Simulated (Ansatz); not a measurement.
Planning a run of Ansatz 0.2.0 on BaCu2SnS4 (P3_121). The input:

```yaml
crystal:
  lattice:
    - [6.4365004231, 0.0, 0.0]
    - [-3.2182502115, 5.5741728779, 0.0]
    - [0.0, 0.0, 15.830995]
  atoms:
    - { symbol: Ba, position: [0.426402, 0.426402, 0.5] }
    - { symbol: Ba, position: [0.0, 0.573598, 0.16666667] }
    - { symbol: Ba, position: [0.573598, 0.0, 0.83333333] }
    - { symbol: Cu, position: [0.369782, 0.43384, 0.745199] }
    - { symbol: Cu, position: [0.935942, 0.56616, 0.92146767] }
    - { symbol: Cu, position: [0.43384, 0.369782, 0.254801] }
    - { symbol: Cu, position: [0.064058, 0.630218, 0.41186567] }
    - { symbol: Cu, position: [0.56616, 0.935942, 0.07853233] }
    - { symbol: Cu, position: [0.630218, 0.064058, 0.58813433] }
    - { symbol: Sn, position: [0.704992, 0.0, 0.33333333] }
    - { symbol: Sn, position: [0.0, 0.704992, 0.66666667] }
    - { symbol: Sn, position: [0.295008, 0.295008, 0.0] }
    - { symbol: S, position: [0.765195, 0.65191, 0.335819] }
    - { symbol: S, position: [0.886715, 0.234805, 0.00248567] }
    - { symbol: S, position: [0.34809, 0.113285, 0.66915233] }
    - { symbol: S, position: [0.113285, 0.34809, 0.33084767] }
    - { symbol: S, position: [0.234805, 0.886715, 0.99751433] }
    - { symbol: S, position: [0.65191, 0.765195, 0.664181] }
    - { symbol: S, position: [0.939587, 0.440447, 0.54641] }
    - { symbol: S, position: [0.50086, 0.060413, 0.21307667] }
    - { symbol: S, position: [0.060413, 0.50086, 0.78692333] }
    - { symbol: S, position: [0.440447, 0.939587, 0.45359] }
    - { symbol: S, position: [0.49914, 0.559553, 0.12025667] }
    - { symbol: S, position: [0.559553, 0.49914, 0.87974333] }
kpoints:
  mp_grid: { grid: [6, 6, 2] }
  band_path:
    path:
      - [0.0, 0.0, 0.0]
      - [0.5, 0.0, 0.0]
      - [0.33333333, 0.33333333, 0.0]
      - [0.0, 0.0, 0.5]
      - [0.5, 0.0, 0.5]
      - [0.33333333, 0.33333333, 0.5]
      - [0.0, 0.0, 0.1666666667]
    npoints: 1
hamiltonian:
  xc: pbe0
scf:
  occupations: { method: fixed }
  n_extra_bands: 12
output:
  eigenvalues: true
```

```sh
ansatz run input.yaml --threads 32 --pin off --max-ram 129024MiB --backend cuda --events-out ev --progress --plain --runs-dir out --devices 1 --max-vram 157GiB  # rebuilt from the run's record
```

**Question.** Estimate wall time and host memory on 1 × NVIDIA GB200 with 32 threads of Arm Neoverse V2, shared host.

It took 76 s; on shared hardware allow 38 s to 2.5 min. Peak host memory was 7.1 GiB. The sizes that set the cost: 11105 plane waves a state, 14 irreducible k points and 19 SCF cycles.

Exact exchange couples every pair of k points and filled bands, so it costs far more than a semilocal run.

[Paths, hosts, dates, memory and timing lines, banners, echoed tables and standing remarks are left out of the program output.]

[Logs are printed without paths, hosts, clocks, repeated set-up lines and the standing remarks that a program may print on its own settings, such as how far it seeks lower states.]

[Runs of the session that timed out or met a known fault of the program may be left out.]

[Cells called generated may have been cut or substituted from an entry of the Crystallography Open Database or the Materials Project.]

[Hosts, paths, dates, database ids (printed as entryN), source tags and the programs' standing remarks are cut or masked in the printed files.]
